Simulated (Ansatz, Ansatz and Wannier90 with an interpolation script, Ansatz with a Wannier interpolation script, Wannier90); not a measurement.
Planning a run of Ansatz 0.2.0 on GaN (P6_3mc). The input:

```yaml
crystal:
  lattice:
    - [3.1481999977, 0.0, 0.0]
    - [-1.5740999988, 2.7264211742, 0.0]
    - [0.0, 0.0, 5.11434]
  atoms:
    - { symbol: Ga, position: [0.3333333333, 0.6666666667, -0.0009819512] }
    - { symbol: Ga, position: [0.6666666667, 0.3333333333, 0.4990180488] }
    - { symbol: "N", position: [0.3333333333, 0.6666666667, 0.3759819512] }
    - { symbol: "N", position: [0.6666666667, 0.3333333333, 0.8759819512] }
kpoints:
  mp_grid: { grid: [6, 6, 4] }
hamiltonian:
  xc: lda
scf:
  occupations: { method: fixed }
gw:
  n_empty_bands: 147
  ecut_chi: 130.0
  qp_bands: [v6, c2]
  screening: { model: contour_deformation }
```

The database entry behind the starting cell differs from later determinations by our own check (about 0.3 % short, ideal inner coordinate), so it need not match the best structure at ambient conditions.

```sh
ansatz run input.yaml --threads 14 --pin off --max-ram 73728MiB --backend cpu --events-out ev --progress --plain --runs-dir out
```

**Question.** How long will it take on 14 threads of Arm Neoverse V2, shared host, and how much memory?

It took 53 s; on shared hardware allow 26 s to 1.8 min. Peak host memory was 1.4 GiB. The sizes that set the cost: 845 plane waves a state, 21 irreducible k points, 165 bands summed, 135 plane waves in the screening and 7 SCF cycles.

The screening grows as filled bands × empty bands × pairs of k points, times the square of the screening basis for the matrix.

[Paths, hosts, dates, memory and timing lines, banners, echoed tables and standing remarks are left out of the program output.]

[Logs are printed without paths, hosts, clocks, repeated set-up lines and the standing remarks that a program may print on its own settings, such as how far it seeks lower states.]

[Runs of the session that timed out or met a known fault of the program may be left out.]

[Hosts, paths, dates, database ids (printed as entryN), source tags and the programs' standing remarks are cut or masked in the printed files.]
